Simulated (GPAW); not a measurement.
# Screening of a field by a 7-layer slab of Cr(110), part 2 of 2

How does a 7-layer slab of Cr(110) screen a perpendicular field?

GPAW 26.7.0; GPAW, PAW setups; slab in vacuum, relaxation (the session's first sound run).

So far. Step 8 (Field on): The dipole is now 0.0557 e Å, against 0.0055 in the run without a field.

**9. In a field**

The input, run.py:

```python
import json
import numpy as np
from ase import Atoms
from gpaw import GPAW, PW
from gpaw.external import ConstantElectricField

slab = Atoms(
    ['Cr', 'Cr', 'Cr', 'Cr', 'Cr', 'Cr', 'Cr'],
    positions=[
        [0.00000, 0.00000, 8.00000],
        [2.03647, -0.00000, 10.03647],
        [0.00000, 0.00000, 12.07294],
        [2.03647, -0.00000, 14.05595],
        [-0.00000, -0.00000, 16.04717],
        [2.03647, -0.00000, 18.05578],
        [-0.00000, 0.00000, 19.94654]],
    cell=[[2.03647, -1.44, 0.0], [2.03647, 1.44, 0.0], [0.0, 0.0, 28.21881]],
    pbc=[True, True, False])

slab.calc = GPAW(mode=PW(400), xc='PBE', kpts={'size': (13, 13, 1), 'gamma': True},
                 occupations={'name': 'fermi-dirac', 'width': 0.1}, nbands='160%',
                 convergence={'density': 1e-05}, maxiter=200,
                 poissonsolver={'dipolelayer': 'xy'},
                 external=ConstantElectricField(0.2, [0, 0, 1]),
                 symmetry={'tolerance': 1e-3}, txt='slab.txt')
result = {}
energy = slab.get_potential_energy()
fermi = slab.calc.get_fermi_level()
v = slab.calc.get_electrostatic_potential().mean((0, 1)) - fermi
n = slab.calc.get_pseudo_density().mean((0, 1))
L = slab.cell[2, 2]
z = np.arange(len(v)) * L / len(v)
low, high = slab.positions[:, 2].min(), slab.positions[:, 2].max()
below, above = np.interp([low - 5.8, high + 5.8], z, v)
slopes = [np.interp(x, z, np.gradient(v, z)) for x in (low - 5.8, high + 5.8)]
eps = np.array([[slab.calc.get_eigenvalues(k, s) for k in range(len(slab.calc.get_ibz_k_points()))]
                for s in range(slab.calc.get_number_of_spins())]) - fermi
top, bottom = eps[eps < 0].max(), eps[eps > 0].min()
dipole = slab.get_dipole_moment()[2]
print(f'energy {energy:.4f} eV, Fermi level {fermi:.4f} eV, dipole {dipole:.5f} e A')
print(f'potential 5.8 A off the faces, from the Fermi level: lower {below:.4f} eV, upper {above:.4f} eV')
print(f'slope of the potential there: lower {slopes[0]:.5f}, upper {slopes[1]:.5f} eV/A')
print(f'nearest levels on the mesh: {top:.4f} and {bottom:.4f} eV')
print('magnetic moment', round(slab.get_magnetic_moment(), 3))
result.update(energy=energy, fermi=fermi, dipole=dipole, below=below, above=above, slopes=slopes, edges=[top, bottom],
              z=z.tolist(), v=v.tolist(), n=n.tolist(), positions=slab.positions.tolist(),
              forces=slab.get_forces(apply_constraint=False).tolist(), moments=slab.get_magnetic_moments().tolist())
json.dump(result, open('result.json', 'w'))
```

Launch:

```
$ OMP_NUM_THREADS=1 OPENBLAS_NUM_THREADS=1 python run.py
```

The program printed:

```text
energy -63.0906 eV, Fermi level 3.1713 eV, dipole 0.10695 e A
potential 5.8 A off the faces, from the Fermi level: lower 6.4573 eV, upper 3.1568 eV
slope of the potential there: lower -0.00037, upper 0.00035 eV/A
nearest levels on the mesh: -0.0209 and 0.0015 eV
magnetic moment 0.0
```

It took 16 min on 1 thread of Arm Neoverse V2, shared host; peak memory 0.42 GiB.

The electrostatic potential energy of an electron (without an applied field's), less the Fermi level, planar mean oscillates, so the rows of the table below give means over windows of 1.99 Å about each position, cut where the curve ends. Its maxima inside the range that stand out by 2 % of the span (Å: eV): 1.6: 6.46, 9.0: -0.826, 11.1: -1.32, 13.1: -2.17, 15.1: -2.48, 17.0: -2.81, 19.0: -4.32. Its minima: 8.0: -20.6, 10.0: -21.5, 12.1: -21.7, 14.1: -22.1, 16.1: -22.5, 18.1: -23.2, 20.0: -23.2.

The electrostatic potential energy of an electron (without an applied field's), less the Fermi level, planar mean by z; means over each step:

z (Å), electrostatic potential energy of an electron (without an applied field's), less the Fermi level, planar mean (eV) and a bar from the least value:
```
     0.99        6.3 ##############################
     2.98        6.5 ##############################
     4.97        6.4 ##############################
     6.96       -1.9 #################
     8.95       -9.5 ######
    10.94      -10.0 #####
    12.93      -11.0 ###
    14.92      -11.3 ###
    16.91      -11.5 ###
    18.90      -13.3 
    20.89       -5.8 ###########
    22.88        3.1 #########################
    24.87        3.2 #########################
    26.86        3.2 #########################
```

The dipole is now 0.107 e Å, against 0.0055 in the run without a field.

**10. Field on**

Edit run.py of step 9 so:

```diff
@@ -23,3 +23,3 @@
                  poissonsolver={'dipolelayer': 'xy'},
-                 external=ConstantElectricField(0.2, [0, 0, 1]),
+                 external=ConstantElectricField(0.3, [0, 0, 1]),
                  symmetry={'tolerance': 1e-3}, txt='slab.txt')
```

The program printed:

```text
energy -63.1039 eV, Fermi level 3.1626 eV, dipole 0.15824 e A
potential 5.8 A off the faces, from the Fermi level: lower 7.2689 eV, upper 2.3859 eV
slope of the potential there: lower -0.00043, upper 0.00030 eV/A
nearest levels on the mesh: -0.0209 and 0.0012 eV
magnetic moment 0.0
```

Wall time 15 min (1 thread); peak memory 0.42 GiB.

The dipole is now 0.158 e Å, against 0.0055 in the run without a field.

**11. The series**

The members are put on one axis.

This step: induced dipole against applied field (GPAW 26.7.0).

Table of dipole along the normal by field:

```csv
field (V/Å),dipole along the normal (e·Å)
-0.200,-0.0981
-0.100,-0.0468
-0.050,-0.0212
0.000,0.00555
0.050,0.0301
0.100,0.0557
0.200,0.107
0.300,0.158
```

**12. Outcome**

| Quantity | Value |
| --- | --- |
| work function, upper and lower face | 4.705 and 4.842 eV |
| dipole along the normal | 0.00555 e Å |
| induced dipole per field | 0.513 e Å per V/Å |
| out-of-plane polarisability per area, α/(ε0 A) | 15.8 Å |

**Reading.** The field induces 0.513 e Å per V/Å, a polarisable thickness α/(ε0 A) of 15.8 Å beside 11.9 Å between the outermost nuclei. A perfect conductor would give the distance between its two image planes; a dielectric of thickness t gives t(1 - 1/ε). The two faces differ by 0.14 eV, the step that the slab's dipole makes (e p/(ε0 A) gives 0.17 eV), so the dipole layer is needed. The lowest atoms were held at bulk positions, which alone makes the faces unlike. The measured value for polycrystalline Cr, which weights the faces of low work function, is 4.5 eV (as compiled in "Anisotropic work function of elemental crystals", 2019, arxiv:1902.07811); the relaxed upper face lies 0.21 eV over it with PBE. Measured work functions scatter by a tenth of an eV or more between methods. The induced dipole is linear in the field over this range. The runs had no spin polarisation, so a magnetic state, which thin layers of d-metal atoms can have, wasn't tested. The in-plane lattice was kept as typed, which isn't the functional's own and leaves some strain; spin-orbit coupling and temperature are left out.

[Logs are printed without paths, hosts, clocks, repeated set-up lines and the standing remarks that a program may print on its own settings, such as how far it seeks lower states.]

[Hosts, paths, dates, database ids (printed as entryN), source tags and the programs' standing remarks are cut or masked in the printed files.]
